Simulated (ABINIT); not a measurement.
# Quasiparticle gap of CdS (Hawleyite) in ABINIT, part 2 of 3

Aim: the G0W0 gap of CdS (Hawleyite) on PBE, step by step.

ABINIT 10.8.3; PBE and many-body steps on it, plane waves. Known limits of the many-body steps: short of the basis limit; no spin-orbit coupling; coarse k mesh.

So far. Step 2 (Ground state): The gap is direct, at Γ.

**3. Bands along the symmetry lines**

Level of this step: DFT, PBE, plane waves, norm-conserving pseudopotentials (ABINIT).

Levels along a band path, at the cheap level, show where the edges lie and whether the meshes to come will hold them.

Input file run.abi:

```
acell 3*1.0 Angstrom
rprim 
  -0.000000000000 2.958200000000 2.958200000000
  2.958200000000 -0.000000000000 2.958200000000
  2.958200000000 2.958200000000 -0.000000000000
ntypat 2
znucl 48 16
natom 2
typat 1 2
xred 
  0.000000000000 0.000000000000 0.000000000000
  0.250000000000 0.250000000000 0.250000000000
pp_dirpath "pseudos"
pseudos "Cd.upf, S.upf"
ecut 47
iscf -2
irdden 1
kptopt 0
nkpt 50
kpt 
  0.00000000 0.00000000 0.00000000
  -0.06250000 -0.06250000 0.00000000
  -0.12500000 -0.12500000 0.00000000
  -0.18750000 -0.18750000 0.00000000
  -0.25000000 -0.25000000 0.00000000
  -0.31250000 -0.31250000 0.00000000
  -0.37500000 -0.37500000 0.00000000
  -0.43750000 -0.43750000 0.00000000
  -0.50000000 -0.50000000 0.00000000
  -0.48437500 -0.48437500 0.03125000
  -0.46875000 -0.46875000 0.06250000
  -0.45312500 -0.45312500 0.09375000
  -0.43750000 -0.43750000 0.12500000
  -0.42187500 -0.42187500 0.15625000
  -0.40625000 -0.40625000 0.18750000
  -0.39062500 -0.39062500 0.21875000
  -0.37500000 -0.37500000 0.25000000
  -0.37500000 0.00000000 0.37500000
  -0.32812500 0.00000000 0.32812500
  -0.28125000 0.00000000 0.28125000
  -0.23437500 0.00000000 0.23437500
  -0.18750000 0.00000000 0.18750000
  -0.14062500 0.00000000 0.14062500
  -0.09375000 0.00000000 0.09375000
  -0.04687500 0.00000000 0.04687500
  0.00000000 0.00000000 0.00000000
  0.00000000 0.00000000 0.06250000
  0.00000000 0.00000000 0.12500000
  0.00000000 0.00000000 0.18750000
  0.00000000 0.00000000 0.25000000
  0.00000000 0.00000000 0.31250000
  0.00000000 0.00000000 0.37500000
  0.00000000 0.00000000 0.43750000
  -0.00000000 -0.00000000 0.50000000
  -0.06250000 -0.03125000 0.46875000
  -0.12500000 -0.06250000 0.43750000
  -0.18750000 -0.09375000 0.40625000
  -0.25000000 -0.12500000 0.37500000
  -0.31250000 -0.15625000 0.34375000
  -0.37500000 -0.18750000 0.31250000
  -0.43750000 -0.21875000 0.28125000
  -0.50000000 -0.25000000 0.25000000
  -0.50000000 -0.28125000 0.21875000
  -0.50000000 -0.31250000 0.18750000
  -0.50000000 -0.34375000 0.15625000
  -0.50000000 -0.37500000 0.12500000
  -0.50000000 -0.40625000 0.09375000
  -0.50000000 -0.43750000 0.06250000
  -0.50000000 -0.46875000 0.03125000
  -0.50000000 -0.50000000 0.00000000
istwfk *1
nband 20
nbdbuf 2
tolwfr 1e-08
nstep 40
prtwf 0
prtvol 0
indata_prefix "in"
outdata_prefix "out"
tmpdata_prefix "tmp"
```

The run is started by

```
OMP_NUM_THREADS=1 mpirun -n 4 abinit run.abi > log
```

The program printed:

```text
.Version 10.8.3 of ABINIT. v10.8.2 released Aug 2026.

 Symmetries : space group F-4 3 m (#216); Bravais cF (face-center cubic)
[... echo of the input left out ...]
== DATASET  1 ==================================================================
-   mpi_nproc: 4, omp_nthreads: 1 (-1 if OMP is not activated)

--- !DatasetInfo
iteration_state: {dtset: 1, }
dimensions: {natom: 2, nkpt: 50, mband: 20, nsppol: 1, nspinor: 1, nspden: 1, mpw: 5410, }
cutoff_energies: {ecut:  47.0, pawecutdg:  -1.0, }
electrons: {nelect:   2.60000000E+01, charge:   0.00000000E+00, occopt:   1.00000000E+00, tsmear:   1.00000000E-02, }

 Real(R)+Recip(G) space primitive vectors, cartesian coordinates (Bohr,Bohr^-1):
 R(1)=  0.0000000  5.5901878  5.5901878  G(1)= -0.0894424  0.0894424  0.0894424
 R(2)=  5.5901878  0.0000000  5.5901878  G(2)=  0.0894424 -0.0894424  0.0894424
 R(3)=  5.5901878  5.5901878  0.0000000  G(3)=  0.0894424  0.0894424 -0.0894424
 Unit cell volume ucvol=  3.4938897E+02 bohr^3
 Angles (23,13,12)=  6.00000000E+01  6.00000000E+01  6.00000000E+01 degrees

 getcut: wavevector=  0.0000  0.0000  0.0000  ngfft=  50  50  50
         ecut(hartree)=     47.000   => boxcut(ratio)=   2.05016

--- Pseudopotential description ------------------------------------------------
- Cd Generated using ONCVPSP code by D. R. Hamann
- 48.00000  20.00000  171031                  znucl, zion, pspdat
12 -101130 2 -1 1368                          pspcod,pspxc,lmax,lloc,mmax
     nproj     2     2     2
  pspatm : epsatm=   23.16453630
         --- l  ekb(1:nproj) -->
             0   51.917189    3.534234
             1    8.636196    1.282240
             2    0.687672   -0.678465
 pspatm: atomic psp has been read  and splines computed

- S Generated using ONCVPSP code by D. R. Hamann
- 16.00000   6.00000  171031                  znucl, zion, pspdat
12 -101130 2 -1 1146                          pspcod,pspxc,lmax,lloc,mmax
     nproj     2     2     2
  pspatm : epsatm=    9.01821529
         --- l  ekb(1:nproj) -->
[...]
pspatm: atomic psp has been read  and splines computed

--------------------------------------------------------------------------------

================================================================================
 prteigrs : about to open file out_EIG
 Non-SCF case, kpt    1 (  0.00000  0.00000  0.00000), residuals and eigenvalues=
  4.24E-09  9.66E-10  2.53E-09  7.60E-09  8.74E-09  8.85E-10  1.77E-09  1.96E-09
  3.97E-09  9.30E-09  1.35E-09  2.69E-09  9.89E-09  4.57E-09  6.23E-10  2.32E-09
  4.84E-09  5.70E-09  3.61E-08  1.81E-07
 -3.5794E+00 -2.1485E+00 -2.1485E+00 -2.1485E+00 -3.0235E-01 -1.3576E-01
 -1.3576E-01 -1.3576E-01 -1.2022E-01 -1.2022E-01  1.4280E-01  1.4280E-01
  1.4280E-01  1.8144E-01  3.8300E-01  3.8300E-01  3.8300E-01  5.5485E-01
  5.5880E-01  5.5880E-01
 Non-SCF case, kpt    2 ( -0.06250 -0.06250  0.00000), residuals and eigenvalues=
[...]
5.07E-09  4.75E-09  5.11E-09  6.93E-09
[...]
5.5964E-01  5.6698E-01
 Non-SCF case, kpt    3 ( -0.12500 -0.12500  0.00000), residuals and eigenvalues=
[...]
3.42E-09  4.52E-09  1.50E-06  1.62E-05
[...]
5.6210E-01  5.9815E-01
[...]
Non-SCF case, kpt   49 ( -0.50000 -0.46875  0.03125), residuals and eigenvalues=
[...]
5.9079E-01  6.2638E-01
 Non-SCF case, kpt   50 ( -0.50000 -0.50000  0.00000), residuals and eigenvalues=
[...]
-1.2443E-01 -1.2443E-01 -1.1742E-01 -1.0534E-01  4.5002E-03  7.9161E-02
  7.9161E-02  2.7609E-01  3.0057E-01  4.7449E-01  5.2933E-01  5.2933E-01
  5.8729E-01  6.2660E-01

--- !ResultsGS
iteration_state: {dtset: 1, }
comment   : Summary of ground state results
lattice_vectors:
- [ -0.0000000,   5.5901878,   5.5901878, ]
- [  5.5901878,  -0.0000000,   5.5901878, ]
- [  5.5901878,   5.5901878,  -0.0000000, ]
lattice_lengths: [   7.90572,    7.90572,    7.90572, ]
lattice_angles: [ 60.000,  60.000,  60.000, ] # degrees, (23, 13, 12)
lattice_volume:   3.4938897E+02
convergence: {deltae:  0.000E+00, res2:  0.000E+00, residm:  9.984E-09, diffor:  0.000E+00, }
etotal    :  -1.86418336E+02
entropy   :   0.00000000E+00
fermie    :   1.42795302E-01
cartesian_stress_tensor: null
pressure_GPa: null
xred      :
- [  0.0000E+00,   0.0000E+00,   0.0000E+00, Cd]
- [  2.5000E-01,   2.5000E-01,   2.5000E-01,  S]
cartesian_forces: null
force_length_stats: {min: null, max: null, mean: null, }

 Integrated electronic density in atomic spheres:
 ------------------------------------------------
 Atom  Sphere_radius  Integrated_density
[...]
================================================================================

 ----iterations are completed or convergence reached----

 Mean square residual over all n,k,spin=   51.405E-10; max=  99.837E-10
 reduced coordinates (array xred) for    2 atoms
       0.000000      0.000000      0.000000
       0.250000      0.250000      0.250000

 cartesian coordinates (angstrom) at end:
[...]
length scales=  1.889726  1.889726  1.889726 bohr
              =  1.000000  1.000000  1.000000 angstroms
 prteigrs : about to open file out_EIG
 Eigenvalues (hartree) for nkpt=  50  k points:
 kpt#   1, nband= 20, wtk=  1.00000, kpt=  0.0000  0.0000  0.0000 (reduced coord)
[...]
kpt#   2, nband= 20, wtk=  1.00000, kpt= -0.0625 -0.0625  0.0000 (reduced coord)
[...]
kpt#   3, nband= 20, wtk=  1.00000, kpt= -0.1250 -0.1250  0.0000 (reduced coord)
[...]
kpt#  49, nband= 20, wtk=  1.00000, kpt= -0.5000 -0.4687  0.0313 (reduced coord)
[...]
0.52270    0.52974    0.59079    0.62638
 kpt#  50, nband= 20, wtk=  1.00000, kpt= -0.5000 -0.5000  0.0000 (reduced coord)
  -3.57941   -2.14852   -2.14851   -2.14851   -0.28367   -0.12842   -0.12443   -0.12443
  -0.11742   -0.10534    0.00450    0.07916    0.07916    0.27609    0.30057    0.47449
   0.52933    0.52933    0.58729    0.62660

== END DATASET(S) ==============================================================
================================================================================

 -outvars: echo values of variables after computation  --------
            nband          20
             nkpt          50
          spgroup         216
 [... the other variables as echoed above ...]

 Calculation completed.
```

The job ended after 26 s (4 MPI ranks of Intel Xeon Platinum 8375C at 2.90GHz (Ice Lake), shared host; peak memory 0.39 GiB).

Numbers from this step:

| Quantity | Value |
| --- | --- |
| gap | 1.051 eV |
| k of the valence top | 0, 0, 0 |
| k of the conduction bottom | 0, 0, 0 |
| least direct gap | 1.051 eV |

The gap is 1.051 eV, as in the run before at this level.

Electronic bands along the path, in eV, zero at the top of the highest filled band:

```
    point  band 10  band 11  band 12  band 13  band 14  band 15  band 16  band 17
        Γ    -7.16     0.00     0.00     0.00     1.05     6.54     6.54     6.54
  halfway    -7.12    -2.25    -0.94    -0.94     3.49     4.84     8.04     8.04
        X    -6.75    -3.76    -1.73    -1.73     3.63     4.29     9.03    10.52
  halfway    -6.71    -3.75    -1.98    -1.65     3.90     4.58     8.80     9.86
        U    -6.64    -3.73    -2.34    -1.41     4.23     5.35     8.38     8.92
jump to K    -6.64    -3.73    -2.34    -1.41     4.23     5.35     8.38     8.92
  halfway    -7.10    -2.65    -1.26    -0.39     3.47     6.06     6.76     7.24
        Γ    -7.16     0.00     0.00     0.00     1.05     6.54     6.54     6.54
  halfway    -7.15    -2.39    -0.36    -0.36     2.69     6.23     7.02     7.02
        L    -6.81    -4.14    -0.69    -0.69     2.95     6.99     6.99     7.33
  halfway    -6.71    -3.88    -1.80    -1.12     4.25     5.83     7.13     8.26
        W    -6.59    -3.70    -2.08    -2.04     5.24     5.44     7.14     8.04
  halfway    -6.67    -3.73    -1.91    -1.89     4.30     4.72     8.57     8.81
        X    -6.75    -3.76    -1.73    -1.73     3.63     4.29     9.03    10.52
```

**4. Empty states on the mesh, 4×4×4 mesh, 105 bands**

The sums over transitions need many empty states on a uniform mesh; this step solves for them.

Input file run.abi:

```
acell 3*1.0 Angstrom
rprim 
  -0.000000000000 2.958200000000 2.958200000000
  2.958200000000 -0.000000000000 2.958200000000
  2.958200000000 2.958200000000 -0.000000000000
ntypat 2
znucl 48 16
natom 2
typat 1 2
xred 
  0.000000000000 0.000000000000 0.000000000000
  0.250000000000 0.250000000000 0.250000000000
pp_dirpath "pseudos"
pseudos "Cd.upf, S.upf"
ecut 47
ngkpt 4 4 4
nshiftk 1
shiftk 0 0 0
kptopt 1
chksymbreak 0
iscf -2
irdden 1
istwfk *1
nband 105
nbdbuf 8
tolwfr 1e-09
nstep 60
prtvol 0
indata_prefix "in"
outdata_prefix "out"
tmpdata_prefix "tmp"
```

The program printed:

```text
.Version 10.8.3 of ABINIT. v10.8.2 released Aug 2026.

 Symmetries : space group F-4 3 m (#216); Bravais cF (face-center cubic)
[... echo of the input left out ...]
== DATASET  1 ==================================================================
-   mpi_nproc: 4, omp_nthreads: 1 (-1 if OMP is not activated)

--- !DatasetInfo
iteration_state: {dtset: 1, }
dimensions: {natom: 2, nkpt: 8, mband: 105, nsppol: 1, nspinor: 1, nspden: 1, mpw: 5410, }
cutoff_energies: {ecut:  47.0, pawecutdg:  -1.0, }
electrons: {nelect:   2.60000000E+01, charge:   0.00000000E+00, occopt:   1.00000000E+00, tsmear:   1.00000000E-02, }

 Real(R)+Recip(G) space primitive vectors, cartesian coordinates (Bohr,Bohr^-1):
 R(1)=  0.0000000  5.5901878  5.5901878  G(1)= -0.0894424  0.0894424  0.0894424
 R(2)=  5.5901878  0.0000000  5.5901878  G(2)=  0.0894424 -0.0894424  0.0894424
 R(3)=  5.5901878  5.5901878  0.0000000  G(3)=  0.0894424  0.0894424 -0.0894424
 Unit cell volume ucvol=  3.4938897E+02 bohr^3
 Angles (23,13,12)=  6.00000000E+01  6.00000000E+01  6.00000000E+01 degrees

 getcut: wavevector=  0.0000  0.0000  0.0000  ngfft=  50  50  50
         ecut(hartree)=     47.000   => boxcut(ratio)=   2.05016

--- Pseudopotential description ------------------------------------------------
- Cd Generated using ONCVPSP code by D. R. Hamann
- 48.00000  20.00000  171031                  znucl, zion, pspdat
12 -101130 2 -1 1368                          pspcod,pspxc,lmax,lloc,mmax
     nproj     2     2     2
  pspatm : epsatm=   23.16453630
         --- l  ekb(1:nproj) -->
             0   51.917189    3.534234
             1    8.636196    1.282240
             2    0.687672   -0.678465
 pspatm: atomic psp has been read  and splines computed

- S Generated using ONCVPSP code by D. R. Hamann
- 16.00000   6.00000  171031                  znucl, zion, pspdat
12 -101130 2 -1 1146                          pspcod,pspxc,lmax,lloc,mmax
     nproj     2     2     2
  pspatm : epsatm=    9.01821529
         --- l  ekb(1:nproj) -->
[...]
pspatm: atomic psp has been read  and splines computed

--------------------------------------------------------------------------------

================================================================================
 prteigrs : about to open file out_EIG
 Non-SCF case, kpt    1 (  0.00000  0.00000  0.00000), residuals and eigenvalues=
  1.89E-10  2.62E-10  4.45E-10  5.49E-10  1.06E-10  1.72E-10  1.27E-10  4.93E-10
  2.16E-10  3.97E-10  2.37E-10  2.46E-10  3.19E-10  1.04E-10  1.08E-10  1.76E-10
  6.70E-10  8.26E-10  1.16E-10  2.23E-10  5.35E-10  5.10E-10  9.78E-10  2.95E-10
[...]
1.91E-04
 -3.5794E+00 -2.1485E+00 -2.1485E+00 -2.1485E+00 -3.0235E-01 -1.3576E-01
 -1.3576E-01 -1.3576E-01 -1.2022E-01 -1.2022E-01  1.4280E-01  1.4280E-01
  1.4280E-01  1.8144E-01  3.8300E-01  3.8300E-01  3.8300E-01  5.5485E-01
[...]
2.7881E+00  2.7881E+00  2.8239E+00  2.8239E+00  2.9818E+00  2.9818E+00
  2.9818E+00  2.9990E+00  2.9990E+00  2.9990E+00  2.9998E+00  2.9998E+00
[...]
prteigrs : prtvol=0 or 1, do not print more k-points.

--- !ResultsGS
iteration_state: {dtset: 1, }
comment   : Summary of ground state results
lattice_vectors:
- [ -0.0000000,   5.5901878,   5.5901878, ]
- [  5.5901878,  -0.0000000,   5.5901878, ]
- [  5.5901878,   5.5901878,  -0.0000000, ]
lattice_lengths: [   7.90572,    7.90572,    7.90572, ]
lattice_angles: [ 60.000,  60.000,  60.000, ] # degrees, (23, 13, 12)
lattice_volume:   3.4938897E+02
convergence: {deltae:  0.000E+00, res2:  0.000E+00, residm:  9.993E-10, diffor:  0.000E+00, }
etotal    :  -1.86418336E+02
entropy   :   0.00000000E+00
fermie    :   1.42795302E-01
cartesian_stress_tensor: null
pressure_GPa: null
xred      :
- [  0.0000E+00,   0.0000E+00,   0.0000E+00, Cd]
- [  2.5000E-01,   2.5000E-01,   2.5000E-01,  S]
cartesian_forces: null
force_length_stats: {min: null, max: null, mean: null, }

 Integrated electronic density in atomic spheres:
 ------------------------------------------------
 Atom  Sphere_radius  Integrated_density
[...]
================================================================================

 ----iterations are completed or convergence reached----

 Mean square residual over all n,k,spin=   40.710E-11; max=  99.926E-11
 reduced coordinates (array xred) for    2 atoms
       0.000000      0.000000      0.000000
       0.250000      0.250000      0.250000

 cartesian coordinates (angstrom) at end:
    1      0.000000     0.000000     0.000000
    2      1.479100     1.479100     1.479100
 length scales=  1.889726  1.889726  1.889726 bohr
              =  1.000000  1.000000  1.000000 angstroms
 prteigrs : about to open file out_EIG
 Eigenvalues (hartree) for nkpt=   8  k points:
 kpt#   1, nband=105, wtk=  0.01563, kpt=  0.0000  0.0000  0.0000 (reduced coord)
[...]
2.73373    2.78810    2.78810    2.78810    2.82392    2.82392    2.98185    2.98185
   2.98185    2.99902    2.99902    2.99902    2.99981    2.99981    2.99981    3.05920
   3.05995
 prteigrs : prtvol=0 or 1, do not print more k-points.

== END DATASET(S) ==============================================================
================================================================================

 -outvars: echo values of variables after computation  --------
            nband         105
             nkpt           8
          spgroup         216
 [... the other variables as echoed above ...]

 Calculation completed.
```

It took 46 s on 4 MPI ranks; peak memory 0.4 GiB; 3 min of CPU time.

This step gave:

```yaml
gap: 1.051 eV
k_of_the_valence_top: 0, 0, 0
k_of_the_conduction_bottom: 0, 0, 0
least_direct_gap: 1.051 eV
k_points_computed: 8
lowest_point_of_the_top_converged_band_above_the_valence_top: 71.3431 eV
```

On this mesh the gap is 1.051 eV.

**5. Screening, 4×4×4 mesh, 97 bands, screening to 136.1 eV**

The RPA dielectric matrix is built and inverted for each q.

This step: RPA screening on PBE, plane waves, norm-conserving pseudopotentials.

run.abi: that of step 4 with these lines changed.

```diff
@@ -20,10 +20,11 @@
 chksymbreak 0
-iscf -2
-irdden 1
 istwfk *1
-nband 105
-nbdbuf 8
-tolwfr 1e-09
-nstep 60
-prtvol 0
+occopt 1
+irdwfk 1
+optdriver 3
+nband 97
+ecuteps 5
+inclvkb 2
+awtr 1
+symchi 1
 indata_prefix "in"
```

The program printed:

```text
.Version 10.8.3 of ABINIT. v10.8.2 released Aug 2026.

 Symmetries : space group F-4 3 m (#216); Bravais cF (face-center cubic)
[... echo of the input left out ...]
== DATASET  1 ==================================================================
-   mpi_nproc: 4, omp_nthreads: 1 (-1 if OMP is not activated)

--- !DatasetInfo
iteration_state: {dtset: 1, }
dimensions: {natom: 2, nkpt: 8, mband: 97, nsppol: 1, nspinor: 1, nspden: 1, mpw: 5410, }
cutoff_energies: {ecut:  47.0, pawecutdg:  -1.0, }
electrons: {nelect:   2.60000000E+01, charge:   0.00000000E+00, occopt:   1.00000000E+00, tsmear:   1.00000000E-02, }

 SCREENING: Calculation of the susceptibility and dielectric matrices

 Based on a program developped by R.W. Godby, V. Olevano, G. Onida, and L. Reining.
 Incorporated in ABINIT by V. Olevano, G.-M. Rignanese, and M. Torrent.
.Using double precision arithmetic ; gwpc =  8

[... cell and pseudopotentials left out ...]
--------------------------------------------------------------------------------

 ==== K-mesh for the wavefunctions ====
 Number of points in the irreducible wedge :     8
[... list of points left out ...]
 Together with 24 symmetry operations and time-reversal symmetry
 yields    64 points in the full Brillouin Zone.

 ==== Q-mesh for the screening function ====
 Number of points in the irreducible wedge :     8
[... list of points left out ...]
 Together with 24 symmetry operations and time-reversal symmetry
 yields    64 points in the full Brillouin Zone.

 setmesh: FFT mesh size selected  =    32x   32x   32
          total number of points  =        32768

 vcoul_init : cutoff-mode = AUXILIARY_FUNCTION
 q-points for optical limit:   1
     1)      0.000010    0.000020    0.000030

- screening: taking advantage of time-reversal symmetry
- Maximum band index for partially occupied states nbvw = 13
- Remaining bands to be divided among processors   nbcw = 84
- Number of bands treated by each node ~21

 Number of electrons calculated from density =   26.0000; Expected =   26.0000
 average of density, n =  0.074416
 r_s =    1.4749
 omega_plasma =   26.3140 [eV]

 calculating chi0 at frequencies [eV] :
  1    0.000000E+00    0.000000E+00
  2    0.000000E+00    2.631405E+01

--------------------------------------------------------------------------------
  q-point number  1        q = ( 0.000000, 0.000000, 0.000000) [r.l.u.]
--------------------------------------------------------------------------------
[... chi0 elements left out ...]
 For q-point:  0.000010 0.000020 0.000030
  dielectric constant =  12.1301
  dielectric constant without local fields =  12.8541

  Average fulfillment of the sum rule on Im[epsilon] for q-point    1 :     60.29  [%]
[... wings left out ...]
  q-point number  2        q = ( 0.250000, 0.000000, 0.000000) [r.l.u.]
--------------------------------------------------------------------------------
[... chi0 elements left out ...]
  Average fulfillment of the sum rule on Im[epsilon] for q-point    2 :     73.23  [%]

 [... 6 further q-points ...]
```

The job ended after 34 s (4 MPI ranks; peak memory 1.1 GiB; 2.3 min of CPU time).

Numbers from this step:

```
ε∞ with local fields, on this mesh    : 12.13
ε∞ without local fields, on this mesh : 12.85
plasma frequency                      : 26.31 eV
plane waves in the screening matrix   : 169
```

Local fields lower ε∞ by 6 %. On a Γ-centred mesh this coarse the value itself is usually too large, while a short band sum pulls it down.

(Part 2 of 3 ends here.)

[Long decimals in the printed logs are rounded to 6 places.]

[Logs are printed without paths, hosts, clocks, repeated set-up lines and the standing remarks that a program may print on its own settings, such as how far it seeks lower states.]

[Paths, hosts, dates, memory and timing lines, banners, echoed tables and standing remarks are left out of the program output; an Ansatz launch command may be rebuilt from the run's recorded settings. Measured values are a selection of at most five: reports struck by readers or far from the other reports are left out. None is set beside runs whose start may be inverted or whose files or cutoffs have a known fault.]

[Runs of the session that timed out or met a known fault of the program may be left out.]

[Hosts, paths, dates, database ids (printed as entryN), source tags and the programs' standing remarks are cut or masked in the printed files.]

[G0W0 gaps are taken among the corrected bands and points alone; a level outside them can change the order at an edge.]

[Where Ansatz stands beside ABINIT at settings called matched, ABINIT's density can come from a denser mesh and the files from another edition; pairs whose starting gaps differed by over 0.03 eV were left out, so agreement reads better than it is.]
